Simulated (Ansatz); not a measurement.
# Decaying states in the gap of MgTe2H4Cl2, part 2 of 3

Aim: relax a made-up compound, MgTe2H4Cl2, and see how good a tunnel barrier it would be. It is built by putting Te for O in the MgH4Cl2O2 structure of space group C2/m, with the volume rescaled by atomic radii. The parent structure comes from the Materials Project.

Ansatz 0.2.0; PBEsol DFT, plane waves, PAW files (the session's first sound run).

So far. Step 2 (Relaxing the new crystal): The largest force component on a free atom ends at 4.0e-4 eV/Å.

The structure was built from a prototype and need not be the compound's stable phase.

### 3. The bulk crystal and its band edges

The energy window and the wavevectors of the next steps follow from the band edges, so these are searched first, off the mesh as well.

Input file input.yaml:

```yaml
crystal:
  lattice:
    - [4.1375350753, -5.9381055002, 0.4703311272]
    - [4.1375350753, 5.9381055002, 0.4703311272]
    - [-0.570607761, 0.0, 3.7222171713]
  atoms:
    - { symbol: Mg, position: [0.0, 0.0, 0.0] }
    - { symbol: H, position: [0.5317333182, 0.2526296781, 0.7684687384] }
    - { symbol: H, position: [0.7473703219, 0.4682666818, 0.2315312616] }
    - { symbol: H, position: [0.4682666818, 0.7473703219, 0.2315312616] }
    - { symbol: H, position: [0.2526296781, 0.5317333182, 0.7684687384] }
    - { symbol: Cl, position: [0.8058006906, 0.8058006906, 0.4948136526] }
    - { symbol: Cl, position: [0.1941993094, 0.1941993094, 0.5051863474] }
    - { symbol: Te, position: [0.7348871541, 0.2651128459, 0.0] }
    - { symbol: Te, position: [0.2651128459, 0.7348871541, 0.0] }
kpoints:
  mp_grid: { grid: [4, 4, 6] }
  band_path: { path: [VBM, CBM], npoints: 30 }
scf:
  occupations: { method: fixed }
hamiltonian:
  xc: pbesol
output:
  eigenvalues: true
  write_potential: true
  write_density: true
  volumetric_format: npy
  elf: true
```

The run is started by

```
> ansatz run input.yaml --threads 2 --pin off --max-ram 4096MiB --backend cpu --events-out ev --progress --plain --runs-dir out
```

Numbers of over 12 decimals in the logs are rounded to 6 here.

The log of the run:

```text
[...]
Crystal: 9 atoms, lattice volume = 186.090 Å³
Basis set: ecut = 420 eV, 3643 PW (Γ)
Bands: 39, of which v1, the nominal top of the filled ones, is band 30 counted from 1 (29 counted from 0)
Symmetry: 4 space group operations
[...]
k-points: 34 of 96
[...]
SCF iter   1: F=—  HF=-17902.359297 eV  |F-HF|=—  |Δ(HF+E_count)|=         —  Δρ=7.92e-3  dr2=1.74e-1  ethr=1.77e-3  ⟨swp⟩=5.2  Hψ=4781  notcnv=0  defer=216
[...]
SCF iter   7: F=-17902.310099 eV  HF=-17902.310099 eV  |F-HF|=1.06e-7  |Δ(HF+E_count)|=   1.84e-6  Δρ=5.62e-6  dr2=8.14e-8  ethr=1.67e-10  ⟨swp⟩=12.4  Hψ=8074  notcnv=0
SCF 1 converged in 7 iterations: F = -17902.310099 eV  dr2 = 8.14e-8
[...]
NSCF: frozen V_eff on 68 k-points
[...]
SCF converged after 7 iterations
Free energy (F): -17902.310099 eV
[...]
Internal energy: -17902.310099 eV  (E = F + TS)
E sigma→0 (E₀):  -17902.310099 eV
Fermi energy:    4.346823 eV
[...]
--- Band table (eV; the first three rows and the last of 34) ---
  k-point 0: bands = [... 26 lower, 1.1707, 1.4539, 3.5688, 4.3468, 5.5496, 6.7230, 7.3061, 7.7852, ... 5 higher]
  k-point 1: bands = [... 26 lower, 1.0860, 1.3488, 2.9069, 3.6319, 6.1666, 6.8591, 7.3420, 7.4743, ... 5 higher]
  k-point 2: bands = [... 26 lower, 1.0113, 1.0573, 2.0782, 2.9463, 6.8394, 7.0038, 7.2207, 7.2480, ... 5 higher]
  k-point 33: bands = [... 26 lower, 0.9953, 1.1789, 1.9095, 2.8348, 5.8942, 6.1935, 6.4938, 6.9257, ... 5 higher]
```

Wall time 37 s (2 threads of Intel Xeon Platinum 8488C (Sapphire Rapids), shared host); peak memory 0.65 GiB; 72 s of CPU time.

Numbers from this step:

| Item | Value |
| --- | --- |
| Fermi energy | 4.347 eV |
| gap on the k-mesh | 1.203 eV |
| gap on path | 1.203 eV, by band count; negative where bands overlap |
| direct gap on path | 1.203 eV |
| edge places on path | 0, 0 1/A along the path |

Levels at VBM (eV): -6.20, -5.97, -5.77, -5.24, -3.99, -3.87, -3.65, -3.29, -3.18, -2.89, -0.78, 0.00, 1.20, 2.38, 2.96, 3.44, 3.82, 4.57, 5.23, 6.19, 6.50.

Electrostatic potential energy in the ab plane of the cell as run, not the conventional one, at fractional z = 0.000, with atoms of Mg and Te within 0.2 Å of it. With pseudopotentials it is smooth inside the atoms' cores, unlike the true potential.

Ten even steps from '_' (-21 eV) to '@' (32 eV), each cell a mean:
```
____::========++++++++++++++++++==--____
__::--======----==++++++++++++++==--..__
--======::......--==++++++++++++====----
======::::++**::::==++++++++++++++======
++==--..##@@@@--..==++++++++++++++++++++
++==::::@@@@%%..::==++++++++++++++++++++
++==::..****::..==++++++++++++++++++++++
++==--......::====++++++++++++++++++++++
++++==------==++++++++++++++++++++++++++
++++++======++++++++++++++++++++++++++++
++++++++++++++++++++++++++++========++++
++++++++++++++++++++++++====::..::--==++
++++++++++++++++++++++++==....--::..--++
++++++++++++++++++++++==::::%%@@**..--==
++++++++++++++++++++==--..**@@@@++..====
======++++++++++++++==--..**@@##::::====
----====++++++++++++==--....::..::======
....--====++++++++++++==--::::--====--::
____..--==++++++++++++++============::__
____..--==++++++++++++++++++++++==--____
```
Columns run along a (7.3 Å; values clipped at the 3rd and 97th percentile), rows up along b (7.3 Å). Atoms in or near the plane, at fractional coordinates: Mg at (0.00, 0.00), Te at (0.73, 0.27), Te at (0.27, 0.73).

ELF in the ab plane of the cell as run, not the conventional one, at fractional z = 0.000, with atoms of Mg and Te within 0.2 Å of it. It is the smooth field of the valence electrons, not physical close to the nuclei.

Values, 11 rows by 16 columns, each cell a mean:
```
0.32 0.15 0.20 0.50 0.64 0.67 0.60 0.38 0.15 0.05 0.04 0.04 0.04 0.03 0.16 0.36
0.07 0.37 0.70 0.64 0.48 0.45 0.54 0.61 0.45 0.12 0.02 0.02 0.04 0.06 0.04 0.05
0.29 0.70 0.60 0.21 0.03 0.12 0.43 0.66 0.58 0.14 0.01 0.02 0.03 0.04 0.04 0.05
0.46 0.70 0.51 0.19 0.14 0.27 0.39 0.45 0.27 0.03 0.01 0.01 0.01 0.02 0.02 0.06
0.28 0.60 0.59 0.55 0.55 0.45 0.23 0.09 0.03 0.01 0.03 0.10 0.19 0.18 0.09 0.05
0.08 0.23 0.44 0.58 0.54 0.29 0.06 0.01 0.01 0.05 0.25 0.56 0.67 0.59 0.45 0.19
0.13 0.04 0.06 0.08 0.05 0.02 0.01 0.03 0.12 0.23 0.36 0.44 0.43 0.50 0.63 0.55
0.15 0.02 0.02 0.02 0.01 0.01 0.02 0.23 0.54 0.50 0.30 0.10 0.05 0.35 0.65 0.65
0.07 0.04 0.05 0.04 0.03 0.01 0.05 0.41 0.67 0.54 0.29 0.09 0.20 0.55 0.72 0.42
0.14 0.09 0.04 0.05 0.03 0.01 0.04 0.23 0.51 0.61 0.58 0.59 0.67 0.69 0.39 0.10
0.32 0.33 0.04 0.06 0.09 0.13 0.10 0.08 0.16 0.38 0.54 0.53 0.39 0.17 0.11 0.34
```
Columns run along a (7.3 Å), rows up along b (7.3 Å). Atoms in or near the plane, at fractional coordinates: Mg at (0.00, 0.00), Te at (0.73, 0.27), Te at (0.27, 0.73).

Valence density in the ab plane of the cell as run, not the conventional one, at fractional z = 0.000, with atoms of Mg and Te within 0.2 Å of it. It is the smooth field of the valence electrons, not physical close to the nuclei.

Ten steps, logarithmic in the rise over the least value, from '_' (0 e/Å³) to '@' (26 e/Å³), each cell a mean:
```
%%++________________________________==%%
==..____..........__________________::==
______..::----::....____________________
____..::==****==::..____________________
____..==##%%%%++::..____________________
__..::++##%%##==::..____________________
__..::==****==::..______________________
__....::----::..________________________
____....::....__________________________
______......____________________________
____________________________........____
__________________________..::::::....__
________________________..::==++==::..__
______________________..::==##%%**--..__
____________________....--**%%%%**--..__
____________________..::--**####==::..__
____________________....::==++==::..____
::::__________________....::::....______
##**::__________________......______..++
@@##::______________________________==%%
```
Columns run along a (7.3 Å), rows up along b (7.3 Å). Atoms in or near the plane, at fractional coordinates: Mg at (0.00, 0.00), Te at (0.73, 0.27), Te at (0.27, 0.73).

The searched edges give 1.20 eV, as on the mesh.

### 4. Complex bands, plane (100), k-mesh 6×6×6

This step: PBEsol DFT, plane waves, PAW files; complex bands by layer matching along the plane's normal (Ansatz 0.2.0).

The same crystal is laid in a cell whose first two vectors span the (100) plane (indices of the standard conventional cell, whose axes can be ordered otherwise than in the bulk input). At fixed energy and wavevector in the plane the solver finds all kz, real and complex. A few wavevectors are listed, (0, 0) and (0.5, 0) in units of the plane's reciprocal vectors; the slowest state needn't be among them.

Input file input.yaml:

```yaml
crystal:
  lattice:
    - [3.765699654, 0.0, 0.0]
    - [0.0, 11.876211, 0.0]
    - [-0.162050902, 5.9381055, 4.161027202]
  atoms:
    - { symbol: Mg, position: [0.0, 0.0, 0.0] }
    - { symbol: H, position: [0.7684687384, 0.7473703219, 0.7843629963] }
    - { symbol: H, position: [0.2315312616, 0.5317333182, 0.2156370037] }
    - { symbol: H, position: [0.2315312616, 0.2526296781, 0.2156370037] }
    - { symbol: H, position: [0.7684687384, 0.4682666818, 0.7843629963] }
    - { symbol: Cl, position: [0.4948136526, 0.1941993094, 0.6116013812] }
    - { symbol: Cl, position: [0.5051863474, 0.8058006906, 0.3883986188] }
    - { symbol: Te, position: [0.0, 0.7348871541, 0.0] }
    - { symbol: Te, position: [0.0, 0.2651128459, 0.0] }
kpoints:
  mp_grid: { grid: [6, 6, 6] }
scf:
  occupations: { method: fixed }
hamiltonian:
  xc: pbesol
output:
  eigenvalues: true
  transmission:
    leads: [[0, 0]]
    kpoints: [[0.0, 0.0], [0.5, 0.0]]
    e_range: [-1.0, 2.2]
    de: 0.08
```

The log of the run:

```text
[...]
Crystal: 9 atoms, lattice volume = 186.090 Å³
Basis set: ecut = 420 eV, 3643 PW (Γ)
Bands: 39, of which v1, the nominal top of the filled ones, is band 30 counted from 1 (29 counted from 0)
Symmetry: 4 space group operations
[...]
k-points: 68 of 216
[...]
SCF iter   1: F=—  HF=-17902.359142 eV  |F-HF|=—  |Δ(HF+E_count)|=         —  Δρ=7.92e-3  dr2=1.74e-1  ethr=1.77e-3  ⟨swp⟩=5.3  Hψ=9549  notcnv=0  defer=434
[...]
SCF iter   7: F=-17902.310134 eV  HF=-17902.310134 eV  |F-HF|=1.05e-7  |Δ(HF+E_count)|=   1.83e-6  Δρ=5.55e-6  dr2=7.86e-8  ethr=1.67e-10  ⟨swp⟩=12.6  Hψ=16437  notcnv=0
SCF 1 converged in 7 iterations: F = -17902.310134 eV  dr2 = 7.86e-8
[...]
transmission: 6 of 12 steps passed
transmission: 12 of 12 steps passed
SCF converged after 7 iterations
Free energy (F): -17902.310134 eV
[...]
Internal energy: -17902.310134 eV  (E = F + TS)
E sigma→0 (E₀):  -17902.310134 eV
Fermi energy:    4.346794 eV
[...]
--- Band table (eV; the first three rows and the last of 68) ---
  k-point 0: bands = [... 26 lower, 1.1706, 1.4539, 3.5688, 4.3468, 5.5496, 6.7230, 7.3061, 7.7852, ... 5 higher]
  k-point 1: bands = [... 26 lower, 1.1274, 1.3036, 3.6986, 3.9746, 5.9172, 6.8770, 7.4601, 7.8570, ... 5 higher]
  k-point 2: bands = [... 26 lower, 0.9662, 1.0635, 3.5732, 4.0437, 6.5659, 7.6625, 7.6990, 8.2189, ... 5 higher]
  k-point 67: bands = [... 26 lower, 0.9844, 1.0716, 1.8932, 2.7142, 6.3189, 6.4625, 6.8007, 7.2109, ... 5 higher]
--- Transmission ---
  basis      : 395 plane waves across, 6 finite elements along
  points     : 2, as listed
  energies   : 41 from -1.000000 to 2.200000 eV about the Fermi level, 0.080000 eV apart; the leads are filled to 0.601385 eV, and channels, transmission and decay are at 0.600000 eV
  crystal 0  : Cl2H4Mg1Te2, at the sites [0, 0], period 4.1610 Å: whole cells are its period
    offset         : up to 0.0000 Å between an atom of the period and one for which it stands
    channels       : 0.000000e0 a spin
    conductance    : none, the energies end too early or step too widely for 300 K: set another output.transmission.e_range or a lower de, or, where they end at an eighth of basis.ecutwfc, a higher one
    slowest decay  : 0.1835 /Å at (0.0000, 0.0000)
```

The job ended after 86 s (2 threads; peak memory 1.4 GiB).

Numbers from this step:

* level to which the leads are filled: 0.6014 eV from the Fermi level
* decay constant at the filling level, zone centre: 0.1835 Å⁻¹
* decay constant at the filling level, slowest listed point: 0.1835 Å⁻¹

K parallel (0, 0); values up to 1.5 1/Å, a degenerate pair printed once or twice; energies at which all values exceed this have no row. Table of Im kz of the slowest decaying states by energy, zero at the highest filled level on the SCF mesh:

```tsv
energy (eV)	decay 1 (Å⁻¹)	decay 2 (Å⁻¹)	decay 3 (Å⁻¹)	decay 4 (Å⁻¹)
-1.00	0.323	0.324	0.459	0.481
-0.76	0.490	0.518	0.556	0.633
-0.52	0.471	0.537	0.577	0.636
-0.28	0.451	0.549	0.584	0.639
-0.12	0.437	0.554	0.584	0.641
-0.04	0.00925	0.430	0.556	0.584
0.12	0.111	0.159	0.415	0.558
0.36	0.169	0.228	0.392	0.557
0.60	0.184	0.265	0.368	0.552
0.84	0.169	0.287	0.343	0.543
1.08	0.113	0.301	0.316	0.530
1.32	0.287	0.309	0.513	0.538
1.48	0.267	0.312	0.498	0.529
1.72	0.237	0.314	0.472	0.515
1.96	0.203	0.312	0.440	0.499
2.20	0.150	0.309	0.399	0.482
```

K parallel (0, 0). Table of Re kz of states that move upwards by energy, zero at the highest filled level on the SCF mesh:

```tsv
energy (eV)	channel 1 (Å⁻¹)	channel 2 (Å⁻¹)
-1.00	-	-
-0.84	-0.591	-
-0.68	-0.423	0.218
-0.52	-0.326	0.360
-0.36	-0.246	0.467
-0.20	-0.168	0.570
-0.12	-0.125	0.630
-0.04	-0.0695	-
0.04	-	-
0.20	-	-
0.36	-	-
0.52	-	-
0.68	-	-
0.84	-	-
1.00	-	-
1.16	-	-
1.32	0.126	-
1.40	0.170	-
1.56	0.247	-
1.72	0.316	-
1.88	0.379	-
2.04	0.439	-
2.20	0.497	-
```

K parallel (0.5, 0); values up to 1.5 1/Å, a degenerate pair printed once or twice; energies at which all values exceed this have no row. Im kz of the slowest decaying states against energy, zero at the highest filled level on the SCF mesh:

```tsv
energy (eV)	decay 1 (Å⁻¹)	decay 2 (Å⁻¹)	decay 3 (Å⁻¹)	decay 4 (Å⁻¹)
-1.00	0.272	0.358	0.467	0.563
-0.84	0.298	0.370	0.465	0.560
-0.68	0.319	0.378	0.460	0.557
-0.52	0.336	0.384	0.455	0.553
-0.36	0.351	0.388	0.448	0.548
-0.20	0.364	0.389	0.440	0.543
-0.04	0.375	0.389	0.429	0.537
0.12	0.385	0.387	0.418	0.529
0.28	0.383	0.394	0.404	0.521
0.44	0.378	0.389	0.402	0.512
0.60	0.371	0.371	0.410	0.502
0.76	0.350	0.362	0.419	0.489
0.92	0.325	0.352	0.430	0.471
1.08	0.295	0.339	0.447	0.539
1.24	0.257	0.323	0.443	0.524
1.40	0.204	0.304	0.437	0.499
1.56	0.164	0.280	0.431	0.456
1.72	0.137	0.249	0.413	0.424
1.88	0.205	0.372	0.417	0.437
2.04	0.124	0.335	0.403	0.408
2.20	0.105	0.301	0.360	0.398
```

At the listed wavevectors the last open channel is at -0.04 eV and the next at +1.24 eV on the grid. At +0.60 eV, the grid energy nearest the filling level (the middle of the gap on the SCF mesh), the slowest state at the listed wavevectors decays with κ = 0.183 Å⁻¹, its amplitude falling by e over 5.4 Å. Through 1 nm of this crystal that state's transmission falls by exp(−2 × 0.183 Å⁻¹ × 10 Å) = 0.025.

### 5. Decay over the two-dimensional zone

The listed points could miss the slowest state, so one energy near mid-gap is solved on a mesh of 8×4.

input.yaml, as its differences from that of step 4:

```diff
@@ -23,6 +23,2 @@
   eigenvalues: true
-  transmission:
-    leads: [[0, 0]]
-    kpoints: [[0.0, 0.0], [0.5, 0.0]]
-    e_range: [-1.0, 2.2]
-    de: 0.08
+  transmission: { leads: [[0, 0]], kmesh: [8, 4], e_range: [0.6, 0.61], de: 0.05 }
```

The log of the run:

```text
[...]
Crystal: 9 atoms, lattice volume = 186.090 Å³
Basis set: ecut = 420 eV, 3643 PW (Γ)
Bands: 39, of which v1, the nominal top of the filled ones, is band 30 counted from 1 (29 counted from 0)
Symmetry: 4 space group operations
[...]
k-points: 68 of 216
[...]
SCF iter   1: F=—  HF=-17902.359142 eV  |F-HF|=—  |Δ(HF+E_count)|=         —  Δρ=7.92e-3  dr2=1.74e-1  ethr=1.77e-3  ⟨swp⟩=5.3  Hψ=9549  notcnv=0  defer=434
[...]
SCF iter   7: F=-17902.310134 eV  HF=-17902.310134 eV  |F-HF|=1.05e-7  |Δ(HF+E_count)|=   1.83e-6  Δρ=5.55e-6  dr2=7.86e-8  ethr=1.67e-10  ⟨swp⟩=12.6  Hψ=16437  notcnv=0
SCF 1 converged in 7 iterations: F = -17902.310134 eV  dr2 = 7.86e-8
[...]
transmission: 24 of 90 steps passed
transmission: 48 of 90 steps passed
transmission: 72 of 90 steps passed
transmission: 90 of 90 steps passed
SCF converged after 7 iterations
Free energy (F): -17902.310134 eV
[...]
Internal energy: -17902.310134 eV  (E = F + TS)
E sigma→0 (E₀):  -17902.310134 eV
Fermi energy:    4.346794 eV
[...]
--- Band table (eV; the first three rows and the last of 68) ---
  k-point 0: bands = [... 26 lower, 1.1706, 1.4539, 3.5688, 4.3468, 5.5496, 6.7230, 7.3061, 7.7852, ... 5 higher]
  k-point 1: bands = [... 26 lower, 1.1274, 1.3036, 3.6986, 3.9746, 5.9172, 6.8770, 7.4601, 7.8570, ... 5 higher]
  k-point 2: bands = [... 26 lower, 0.9662, 1.0635, 3.5732, 4.0437, 6.5659, 7.6625, 7.6990, 8.2189, ... 5 higher]
  k-point 67: bands = [... 26 lower, 0.9844, 1.0716, 1.8932, 2.7142, 6.3189, 6.4625, 6.8007, 7.2109, ... 5 higher]
--- Transmission ---
  basis      : 395 plane waves across, 6 finite elements along
  points     : 15, standing for a mesh of 8 x 4
  energies   : 1 from 0.600000 to 0.600000 eV about the Fermi level; the leads are filled to 0.601385 eV, and channels, transmission and decay are at 0.600000 eV
[...]
channels       : 0.000000e0 a spin
    conductance    : none, crystal 0 has no channel at the energies, or these end too early or step too widely for 300 K: set another output.transmission.e_range or a lower de, or, where they end at an eighth of basis.ecutwfc, a higher one
    slowest decay  : 0.1835 /Å at (0.0000, 0.0000)
```

It took 86 s on 2 threads; peak memory 1.6 GiB; 2.8 min of CPU time.

Numbers from this step:

```yaml
least_decay_constant_on_the_mesh: 0.1835 Å⁻¹
```

(Continued in part 3 of 3.)

[Logs are printed without paths, hosts, clocks, repeated set-up lines and the standing remarks that a program may print on its own settings, such as how far it seeks lower states.]

[Hosts, paths, dates, database ids (printed as entryN), source tags and the programs' standing remarks are cut or masked in the printed files.]
